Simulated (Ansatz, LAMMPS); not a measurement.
# Glassy nearly rigid 74SiO2-26CaO (mol %) at 1800 K (126 atoms): support functions against a reference, part 2 of 2

Wanted: errors and times of a linear-scaling basis for glassy nearly rigid 74SiO2-26CaO (mol %) at 1800 K (126 atoms). A setting counts as converged where the r.m.s. difference of forces stays under 1 % of the r.m.s. force.

Ansatz 0.2.0; Kohn-Sham DFT, PBE, PAW (set soft_2), plane waves.

The cell: 34 Si, 12 Ca and 80 O. The network of bonds at the start is that of the classical potential that made the cell. Sampling is at Γ alone, for a cell whose shortest periodic width is 12 Å.

So far. Step 4 (Support functions low): Forces differ from the reference by 0.95 meV/Å r.m.s., 0.032 % of their size, well within a tolerance of 1 %; the energy by -4.7 meV/atom. It took 81 s and 14 cycles; the reference's time can't be set against it, since the two runs asked for unlike analyses. Step 5 (Support functions medium): Forces differ from the reference by 0.85 meV/Å r.m.s., 0.029 % of their size, well within a tolerance of 1 %; the energy by -4.7 meV/atom.

## Step 6: Support functions medium, radius 3.16 Å

Level of this step: Kohn-Sham DFT, PBE, PAW (set soft_2), localised support functions (medium) (Ansatz).

The radius confines each support function; a larger one gives more freedom and more work per atom.

File input.yaml:

```yaml
crystal:
  lattice:
    - [12.2387, 0.0, 0.0]
    - [0.0, 12.2387, 0.0]
    - [0.0, 0.0, 12.2387]
  atoms:
    [... the 126 atom lines of step 3 ...]
kpoints:
  mp_grid: { grid: [1, 1, 1] }
hamiltonian:
  xc: pbe
scf:
  occupations: { method: fixed }
  eigensolver: { kind: { support_functions: { accuracy: medium, radius: 3.16 } } }
  max_iter: 150
output:
  forces: true
  eigenvalues: true
```

On the command line:

```bash
$ ansatz run input.yaml --threads 8 --pin off --max-ram 15872MiB --backend cpu --events-out ev --progress --plain --runs-dir out
```

Numbers of over 12 decimals in the logs are rounded to 6 here.

Log:

```text
Warning: scf.eigensolver.kind.support_functions: disabling space-group detection — the functions' gradient is summed over unrotated k-points, so no spatial operation reduces the k-mesh or symmetrises the density; time reversal is kept, so that k and −k are solved as one point where they differ and the mesh holds both, and exact exchange and, on two spinor components, a DFT+U term hold to it where the run has them: [...]
Warning: basis.ecutwfc = 464 eV, auto-derived: no grid that the accuracy of the support functions lays serves the files at the lower one that their records recommend; a deck with other species or settings can derive another value
settings of this run that can trade accuracy for cost: scf.eigensolver.kind.support_functions [...]
Engine: ansatz 0.2.0, aarch64-unknown-linux-gnu
Pseudopotentials: kind: paw
Pseudopotential: Si, paw, valence charge 4, recommended cutoff 420 eV (normal), Si.paw.azcp
Pseudopotential: Ca, paw, valence charge 10, recommended cutoff 420 eV (normal), Ca.paw.azcp
Pseudopotential: O, paw, valence charge 6, recommended cutoff 420 eV (normal), O.paw.azcp
[... 5 lines on functional and potentials left out ...]
Error: SCF: the radius of support functions is under 3.53 Å, the least for these sites at the functions' level (scf.eigensolver.kind.support_functions.accuracy). Use scf.eigensolver.kind: auto, or type scf.eigensolver.kind.support_functions.radius at least as long, [...]
```

It took 2.7 s on 8 threads of Arm Neoverse V2, shared host; peak memory 0.35 GiB.

The program refuses radii under 3.53 Å for these atoms at this level.

## Step 7: Support functions medium, radius 3.6 Å

The radius confines each support function; a larger one gives more freedom and more work per atom. Besides, the program derives a nominal cutoff of 464 eV for this run, against the reference's 420.

input.yaml, the sections that differ from step 6:

```yaml
scf:
  occupations: { method: fixed }
  eigensolver: { kind: { support_functions: { accuracy: medium, radius: 3.6 } } }
  max_iter: 150
# crystal, kpoints, hamiltonian, output: as in step 6
```

Log:

```text
[...]
Crystal: 126 atoms, lattice volume = 1833.183 Å³
Basis set: ecut = 464 eV, 41851 PW (Γ), exchange–correlation on 180×180×180 points (8 copies of the dense FFT grid, shifted against one another)
Bands: 442, of which v1, the nominal top of the filled ones, is band 368 counted from 1 (367 counted from 0)
Symmetry: 1 space group operations
k-points: 1
[...]
SCF iter   1: F=—  HF=-88906.073319 eV  |F-HF|=—  |Δ(HF+E_count)|=         —  Δρ=1.08e-1  dr2=2.34e2  ethr=1.00e-1
[...]
SCF iter  15: F=—  HF=-88923.985671 eV  |F-HF|=—  |Δ(HF+E_count)|=   3.20e-3  Δρ=1.31e-5  dr2=4.71e-6  ethr=1.94e-9  κ⁻¹=9.7e-5(r=7)
SCF iter  16: F=-88923.985671 eV  HF=-88923.985672 eV  |F-HF|=4.09e-7  |Δ(HF+E_count)|=   9.57e-7  Δρ=6.20e-6  dr2=1.30e-6  ethr=6.40e-10
SCF 1 converged in 16 iterations: F = -88924.031630 eV  dr2 = 1.30e-6
[...]
SCF converged after 16 iterations
[...]
Free energy (F): -88924.031630 eV
[...]
Internal energy: -88924.031630 eV  (E = F + TS)
E sigma→0 (E₀):  -88924.031630 eV
Fermi energy:    5.431485 eV
[...]
Σ components = -88924.031630   (vs F -88924.031630, Δ=0.00e0)
--- Forces (eV/Å), atoms counted from 1 ---
  atom   1  Si     0.50100907    -0.27036684     2.29071500
  atom   2  Si    -1.14923489    -0.86492144     4.12515287
  atom   3  Si     0.11051093     1.74846850    -2.56656325
  atom   4  Si    -3.17266465     0.89573763     3.57622886
[...]
atom 126  O     -2.56382490     2.31447704    -1.60437172
  max |Σ_I F_I| component: 7.17e-3 eV/Å
--- Band table (eV) ---
[...]
```

Run time: 85 s. Hardware: 8 threads; peak memory 4.9 GiB; 11 min of CPU time.

Keys that differ from the reference: support_functions.accuracy = "medium", support_functions.radius = 3.6 and scf.max_iter = 150.

Forces differ from the reference by 0.92 meV/Å r.m.s., 0.031 % of their size, well within a tolerance of 1 %; the energy by -4.7 meV/atom. It took 85 s and 16 cycles; the reference's time can't be set against it, since the two runs asked for unlike analyses.

## Step 8: Support functions medium, radius 3.86 Å

The radius confines each support function; a larger one gives more freedom and more work per atom. Besides, the program derives a nominal cutoff of 464 eV for this run, against the reference's 420.

input.yaml, the sections that differ from step 7:

```yaml
scf:
  occupations: { method: fixed }
  eigensolver: { kind: { support_functions: { accuracy: medium, radius: 3.86 } } }
  max_iter: 150
# crystal, kpoints, hamiltonian, output: as in step 7
```

Log:

```text
[...]
Crystal: 126 atoms, lattice volume = 1833.183 Å³
Basis set: ecut = 464 eV, 41851 PW (Γ), exchange–correlation on 180×180×180 points (8 copies of the dense FFT grid, shifted against one another)
Bands: 442, of which v1, the nominal top of the filled ones, is band 368 counted from 1 (367 counted from 0)
Symmetry: 1 space group operations
k-points: 1
[...]
SCF iter   1: F=—  HF=-88907.572559 eV  |F-HF|=—  |Δ(HF+E_count)|=         —  Δρ=1.08e-1  dr2=2.34e2  ethr=1.00e-1
[...]
SCF iter  15: F=—  HF=-88924.005166 eV  |F-HF|=—  |Δ(HF+E_count)|=   1.99e-3  Δρ=1.38e-5  dr2=4.76e-6  ethr=1.80e-9  κ⁻¹=9.5e-5(r=7)
SCF iter  16: F=-88924.005167 eV  HF=-88924.005167 eV  |F-HF|=3.29e-7  |Δ(HF+E_count)|=   7.92e-7  Δρ=6.28e-6  dr2=1.26e-6  ethr=6.47e-10
SCF 1 converged in 16 iterations: F = -88924.031771 eV  dr2 = 1.26e-6
[...]
SCF converged after 16 iterations
[...]
Free energy (F): -88924.031771 eV
[...]
Internal energy: -88924.031771 eV  (E = F + TS)
E sigma→0 (E₀):  -88924.031771 eV
Fermi energy:    5.430819 eV
[...]
Σ components = -88924.031771   (vs F -88924.031771, Δ=0.00e0)
--- Forces (eV/Å), atoms counted from 1 ---
  atom   1  Si     0.50105969    -0.27003237     2.28943234
  atom   2  Si    -1.14918765    -0.86472405     4.12433392
  atom   3  Si     0.11044526     1.74831021    -2.56680594
  atom   4  Si    -3.17253431     0.89587427     3.57652335
[...]
atom 126  O     -2.56388649     2.31497678    -1.60494264
  max |Σ_I F_I| component: 2.73e-3 eV/Å
--- Band table (eV) ---
[...]
```

The job ended after 97 s (8 threads; peak memory 5.4 GiB).

Keys that differ from the reference: support_functions.accuracy = "medium", support_functions.radius = 3.86 and scf.max_iter = 150.

Forces differ from the reference by 0.78 meV/Å r.m.s., 0.027 % of their size, well within a tolerance of 1 %; the energy by -4.7 meV/atom. It took 97 s and 16 cycles; the reference's time can't be set against it, since the two runs asked for unlike analyses.

## Step 9: All settings compared

Differences are against the plane-wave reference (Kohn-Sham DFT, PBE, PAW (set soft_2), plane waves), whose r.m.s. force component is 2.94 eV/Å. Energies are set beside the reference only for runs with its functional, potentials and electron count. Times are for 8 threads of Arm Neoverse V2, shared host. The reference's time includes the DOS, the stress and grids, which some other runs skip.

| run | Δ force, r.m.s. (meV/Å) | share of r.m.s. force (%) | Δ energy (meV/atom) | Δ gap (eV) | cycles | time | host memory (GiB) |
| --- | --- | --- | --- | --- | --- | --- | --- |
| reference | - | - | - | - | 11 | 23 s | 2.7 |
| support functions low | 0.946 | 0.0322 | -4.74 | 0 | 14 | 81 s | 5.1 |
| support functions medium | 0.847 | 0.0288 | -4.74 | -0.0015 | 16 | 91 s | 5.1 |
| support functions medium, radius 3.6 Å | 0.922 | 0.0314 | -4.74 | -0.0017 | 16 | 85 s | 4.9 |
| support functions medium, radius 3.86 Å | 0.781 | 0.0266 | -4.74 | -0.001 | 16 | 97 s | 5.4 |

## Step 10: The reference in detail

With the settings judged, the reference run is read for its physics.

Neighbours are counted within 2.16 Å (O-Si), 2.88 Å (O-Ca).

Length of the force by element and coordination:

| element | coordination | atoms | mean length of the force (eV/Å) | spread | least | most |
| --- | --- | --- | --- | --- | --- | --- |
| Ca | all | 12 | 1.91 | 0.808 | 0.546 | 3.03 |
| Ca | 3 | 1 | 0.546 | 0 | 0.546 | 0.546 |
| Ca | 4 | 6 | 2.38 | 0.648 | 1.28 | 3.03 |
| Ca | 5 | 4 | 1.60 | 0.645 | 0.580 | 2.36 |
| Ca | 6 | 1 | 1.64 | 0 | 1.64 | 1.64 |
| O | all | 80 | 3.61 | 2.57 | 0.692 | 12.2 |
| O | 1 | 2 | 4.50 | 3.40 | 1.10 | 7.91 |
| O | 2 | 49 | 3.60 | 2.31 | 0.716 | 9.95 |
| O | 3 | 27 | 3.51 | 2.97 | 0.692 | 12.2 |
| O | 4 | 2 | 4.27 | 1.20 | 3.08 | 5.47 |
| Si | all | 34 | 6.32 | 2.90 | 1.21 | 14.8 |

Löwdin charges by element and coordination (they lack the spilled electrons, 0.082 e an atom on average):

```csv
element,coordination,atoms,mean charge (e),spread,least,most
Ca,all,12,1.78,0.0194,1.75,1.82
Ca,3,1,1.82,0,1.82,1.82
Ca,4,6,1.77,0.017,1.75,1.80
Ca,5,4,1.78,0.0093,1.76,1.79
Ca,6,1,1.77,0,1.77,1.77
O,all,80,-0.864,0.0904,-1.05,-0.705
O,1,2,-0.955,0.0291,-0.984,-0.926
O,2,49,-0.830,0.069,-1.05,-0.753
O,3,27,-0.904,0.0942,-1.05,-0.705
O,4,2,-1.04,0.0031,-1.05,-1.04
Si,all,34,1.71,0.0554,1.60,1.85
```

Density of states as counts of states in windows of 1 eV (from the Fermi level), total and the larger projections:

| from (eV) | to (eV) | total | O p | Si p |
| --- | --- | --- | --- | --- |
| -14 | -13 | 0.0 | 0.0 | 0.0 |
| -13 | -12 | 4.5 | 3.1 | 0.2 |
| -12 | -11 | 12.4 | 8.6 | 0.9 |
| -11 | -10 | 14.4 | 10.0 | 1.3 |
| -10 | -9 | 23.0 | 16.6 | 2.9 |
| -9 | -8 | 26.7 | 19.9 | 4.4 |
| -8 | -7 | 37.2 | 28.9 | 5.8 |
| -7 | -6 | 52.8 | 43.6 | 5.2 |
| -6 | -5 | 69.8 | 60.9 | 4.0 |
| -5 | -4 | 86.4 | 78.5 | 3.2 |
| -4 | -3 | 68.5 | 64.0 | 1.8 |
| -3 | -2 | 52.8 | 49.5 | 1.4 |
| -2 | -1 | 23.5 | 22.4 | 0.4 |
| -1 | 0 | 6.9 | 6.4 | 0.3 |
| 0 | 1 | 2.4 | 1.0 | 0.1 |
| 1 | 2 | 4.6 | 0.3 | 0.3 |
| 2 | 3 | 26.7 | 1.5 | 2.4 |
| 3 | 4 | 52.9 | 3.2 | 6.4 |
| 4 | 5 | 63.6 | 3.6 | 8.2 |

With fixed occupations the program's Fermi level is the highest filled level.

Between -26 and -14 eV lie 232 more states.

The levels nearest the highest filled one (over half full), pooled over k-points and spins:

```csv
level less the highest filled one (eV),occupation
-1.42,2
-1.25,2
-0.805,2
-0.665,2
-0.0939,2
0,2
0.977,0
1.63,0
1.91,0
2.14,0
2.22,0
2.32,0
```

Valence density in the bc plane at fractional x = 0.216, with atoms of Si and Ca and O within 0.2 Å of it. It is the smooth field of the valence electrons, not physical close to the nuclei.

Ten steps, logarithmic in the rise over the least value, from '0' (0.0 e/Å³) to '9' (6.3 e/Å³), each cell a mean:
```
0001369985210000012222100024798631
2211135653100000134432000012455422
4431111211112211368874100122333233
5432100001245543479985211346653234
4433211111368874367864223468863223
3333444322368864223333333467642113
3334566532234432101233432234321112
2223466531111110000123333343210012
1111233310000000000111234665310011
0000011000000000111100136898531000
0000000000000001233210136898632110
1001111000000012344321013566434432
2123443210011233333332111223346664
2236775310124665423554311123346765
2236775311247997545788632223334443
1123443211247997435899742222211211
0001111122345654213576532221100000
0000001233223443211233344321000000
0000001344324677532223688631000000
0000001344434799853335799842000000
0000011222223688753334688631000000
0000122221111244333333333211222110
0001245653100011112332110013566420
0001368985210000012332100025899631
```
Columns run along b (12.2 Å), rows up along c (12.2 Å). Atoms in or near the plane, at fractional coordinates: Si at (0.33, 0.25), Si at (0.52, 0.45), Si at (0.73, 0.71), Ca at (0.56, 0.85), O at (0.21, 0.99), O at (0.87, 0.00), O at (0.44, 0.17), O at (0.61, 0.36), O at (0.70, 0.18), O at (0.77, 0.57), O at (0.40, 0.37).

Electrostatic potential energy in the bc plane at fractional x = 0.216, with atoms of Si and Ca and O within 0.2 Å of it. With pseudopotentials it is smooth inside the atoms' cores, unlike the true potential.

Values in eV, 13 rows by 16 columns, each cell a mean:
```
 10  11   4 -19   4   9   9   7   3   3   7   9   9 -10 -11   7
  7   9  10  10   9   9   8   1 -31 -32  -1   7   7   3   0   5
-12 -14   5  10   9  -6 -18   4 -19 -20  -2  -5 -10 -14   6   5
-27 -30  -3   5   9   6   4   9   7   5  -7 -41 -28   3   9   4
  4   4   7   9  10  10  10  10  10   9   3 -15 -14   6  10   9
 10  10  10  10   9   9  10   8   7   8   9  -3 -36  -3   7  10
 11  10   9   9   8   9   8  -9 -29  -6   9   9   0 -17 -10   6
 10   3 -15   7   9   7 -15 -16 -33 -17   3  10   6  -4  -5   3
  9   9   8   9   3  -5 -24  -1   6 -24 -10   6   8   9  10   9
  9   9  10   6 -22 -41  -8   8  10   8   5  -1   6  10  10   9
 10   9   8   7  -5 -17 -19 -27   1  -6 -12 -34   4  10  10  10
 10   8   6   6   8   9   5   0   0 -11   2   2  10   9   9  10
 10  10   2 -19   5  10  10  10   9   8   9  10   9 -15 -14   9
```
Columns run along b (12.2 Å; values clipped at the 3rd and 97th percentile), rows up along c (12.2 Å). Atoms in or near the plane, at fractional coordinates: Si at (0.33, 0.25), Si at (0.52, 0.45), Si at (0.73, 0.71), Ca at (0.56, 0.85), O at (0.21, 0.99), O at (0.87, 0.00), O at (0.44, 0.17), O at (0.61, 0.36), O at (0.70, 0.18), O at (0.77, 0.57), O at (0.40, 0.37).

Mean Löwdin charges: Ca +1.78, O -0.86, Si +1.71 e (they miss 1.4 % of the electrons, so they add up to more than the cell's charge).

## Step 11: Distances and neighbours

Bonds and neighbours are counted at the geometry of the runs.

Density 2.46 g/cm³, 14.55 Å³ an atom.

Pair distribution functions g(r), in bins of 0.2 Å:

| r (Å) | total | O-O | O-Si | O-Ca | Si-Si | Si-Ca | Ca-Ca |
| --- | --- | --- | --- | --- | --- | --- | --- |
| 1.40 | 0.52 | 0.00 | 1.51 | 0.00 | 0.00 | 0.00 | 0.00 |
| 1.60 | 3.10 | 0.00 | 9.05 | 0.00 | 0.00 | 0.00 | 0.00 |
| 1.80 | 0.93 | 0.00 | 2.71 | 0.00 | 0.00 | 0.00 | 0.00 |
| 2.00 | 0.17 | 0.05 | 0.43 | 0.00 | 0.00 | 0.00 | 0.00 |
| 2.20 | 0.21 | 0.00 | 0.00 | 1.75 | 0.00 | 0.00 | 0.00 |
| 2.40 | 0.89 | 1.48 | 0.00 | 2.42 | 0.00 | 0.00 | 0.00 |
| 2.60 | 1.35 | 2.75 | 0.04 | 1.72 | 0.00 | 0.25 | 0.00 |
| 2.80 | 1.09 | 2.17 | 0.14 | 1.10 | 0.49 | 0.00 | 0.00 |
| 3.00 | 0.73 | 0.79 | 0.29 | 0.59 | 2.54 | 0.98 | 1.15 |
| 3.20 | 0.86 | 0.85 | 0.42 | 0.60 | 2.85 | 1.58 | 1.00 |
| 3.40 | 0.78 | 0.74 | 0.64 | 0.51 | 1.67 | 1.55 | 0.00 |
| 3.60 | 0.87 | 0.67 | 1.20 | 0.58 | 0.00 | 1.67 | 3.92 |
| 3.80 | 1.01 | 0.66 | 1.54 | 0.89 | 0.26 | 1.48 | 1.41 |
| 4.00 | 1.23 | 0.70 | 1.91 | 1.09 | 0.78 | 1.80 | 1.27 |
| 4.20 | 1.27 | 0.94 | 1.82 | 1.16 | 0.93 | 1.10 | 1.15 |
| 4.40 | 0.98 | 0.80 | 1.12 | 1.30 | 1.17 | 0.47 | 1.08 |
| 4.60 | 1.07 | 1.21 | 0.90 | 1.04 | 1.19 | 1.19 | 0.47 |
| 4.80 | 1.17 | 1.37 | 0.82 | 1.52 | 1.31 | 1.01 | 1.28 |
| 5.00 | 1.05 | 1.37 | 0.66 | 1.25 | 1.21 | 0.79 | 0.00 |
| 5.20 | 0.97 | 1.26 | 0.65 | 0.85 | 1.02 | 1.06 | 0.73 |
| 5.40 | 0.94 | 1.03 | 0.82 | 1.12 | 0.94 | 0.66 | 0.70 |
| 5.60 | 0.96 | 0.86 | 1.06 | 0.87 | 1.17 | 0.97 | 0.95 |
| 5.80 | 0.90 | 0.81 | 1.07 | 0.77 | 0.75 | 0.90 | 0.89 |
| 6.00 | 0.97 | 0.91 | 0.99 | 0.91 | 0.88 | 1.48 | 1.69 |

Bonds by pair of elements; cutoffs follow the first minimum of g(r), held within bounds set by covalent radii, and pairs that aren't listed don't count as bonded:

```
pair A-B  cutoff (Å)  bonds  mean length (Å)  spread (Å)  shortest (Å)  B about A  A about B
    O-Si        2.16    136             1.64       0.121          1.40        1.7          4
    O-Ca        2.88     53             2.45       0.191          2.11      0.662       4.42
```

How many atoms have how many bonded neighbours:

```
element  mean  1   2   3   4  5  6
     Ca  4.42  0   0   1   6  4  1
      O  2.36  2  49  27   2  0  0
     Si     4  0   0   0  34  0  0
```

Oxygen atoms by the number of network formers (Si, P, Ge, B, Al, As, Ga) bound to them:

```csv
network formers bound to O,O atoms,per cent
0,0,0
1,25,31.2
2,54,67.5
3,1,1.2
```

Network units: each former by its oxygen neighbours and how many of them bridge to another former:

```csv
former,O neighbours,bridging O,atoms
Si,4,2,2
Si,4,3,21
Si,4,4,11
```

Rings of the network by King's shortest-path rule, up to 12 atoms, one path for each pair of neighbours; H, halogens, alkali and alkaline-earth atoms are left out, and the last column divides by all other atoms, bonded or not:

```csv
ring size (atoms),rings,per network atom
8,3,0.026
10,6,0.053
12,10,0.088
```

First main peaks of g(r), for some of the pairs, lie near 2.6 Å (O-O), 1.6 Å (O-Si), 2.4 Å (O-Ca) and 3.1 Å (Si-Si). Counting bonds as in the table, 50 % of Ca atoms have 4, 61 % of O atoms have 2 and all Si atoms have 4 bonded neighbours. 68 % of the oxygens bridge two formers (Si) and 31 % are non-bridging; 1 % join three. The commonest Si unit has 4 oxygens, 3 of them shared with other formers (21 of 34 atoms). Rings of 12 atoms are the most common (53 % of those counted); sizes run from 8 to 12, where the search stops.

A closer look about Ca35, which has 3 bonded neighbours where the commonest count for Ca is 4: 13 atoms, nearest first, numbered in the order of the input, with positions taken from that point.

```csv
atom,x,y,z,distance (Å),bonds,Löwdin charge (e),Fx,Fy,Fz (eV/Å)
Ca35,0.00,0.00,0.00,0.00,3,1.82,0.12,-0.32,-0.43
O103,0.52,2.07,-0.24,2.15,2,-0.99,-1.34,-2.88,-1.49
O123,0.26,0.19,-2.30,2.33,4,-1.05,-0.73,2.13,2.09
O87,0.07,-2.37,0.94,2.56,3,-0.86,-0.84,-2.32,0.38
O60,-2.44,-1.57,0.87,3.03,2,-0.83,-1.97,2.74,-2.76
Si30,-1.55,-2.51,1.69,3.40,4,1.70,2.86,-5.03,-2.15
Si21,-0.40,-0.73,-3.40,3.50,4,1.60,-1.20,-6.47,0.44
Si13,0.67,3.44,0.39,3.53,4,1.69,2.10,1.83,3.54
O91,-2.84,0.63,2.09,3.59,2,-0.80,1.47,-3.50,-0.33
O89,-1.20,-1.84,3.03,3.74,2,-0.81,-0.32,0.11,-1.72
Si3,-3.66,-0.48,1.21,3.89,4,1.68,0.11,1.75,-2.57
O93,-1.14,-2.20,-3.02,3.91,3,-1.00,-0.31,0.92,0.26
O84,-2.27,2.98,1.19,3.93,2,-0.78,-2.54,-8.29,3.56
```

The column of bonds counts only the pairs O-Si within 2.16 Å, O-Ca within 2.88 Å; other neighbours, such as metal atoms beside each other in a compound, aren't counted, and periodic images can show an atom twice.

## Step 12: Outcome

```yaml
free_energy_per_atom: -705.7415 eV/atom
pressure: 4.546 GPa
r_m_s_force_component: 2.939 eV/Å
spacing_of_highest_filled_and_lowest_empty_level: 0.9772 eV
wall_time_of_the_5_dft_runs: 6.3 min
```

What this shows: Against plane waves at 420 eV, the forces differ by 0.85 meV/Å (0.029 %) with support functions medium. At 126 atoms the fastest of the runs at a preset level, support functions low, takes roughly 3.5 times the time of plane waves (whose run also made extra analyses, so the like-for-like ratio is larger), in 14 SCF cycles against 11. Differences between support functions and plane waves include what basis error the plane-wave run still has. The force difference hardly changes among these support-function runs, which points to the basis of the plane-wave reference as its main source.

Between filled and empty levels lie 0.977 eV (at Γ alone); a semilocal functional tends to put such gaps too low. In a disordered cell it changes from sample to sample, and tail or defect levels can set it. Counting bonds as in the table, 50 % of Ca atoms have 4, 61 % of O atoms have 2 and all Si atoms have 4 bonded neighbours. 68 % of the oxygens bridge two formers (Si) and 31 % are non-bridging; 1 % join three.

Caveats: The force components of 2.9 eV/Å r.m.s. hold both thermal displacement and the mismatch between the potential that made the cell and DFT. The stress is far from hydrostatic: its diagonal is 1.0, 5.8, 6.8 GPa, compression counted positive. The pressure of 4.5 GPa is that of one thermal frame, in which the classical model's bond lengths enter as well as the volume, without the kinetic term.

[Logs are printed without paths, hosts, clocks, repeated set-up lines and the standing remarks that a program may print on its own settings, such as how far it seeks lower states.]

[Hosts, paths, dates, database ids (printed as entryN), source tags and the programs' standing remarks are cut or masked in the printed files.]
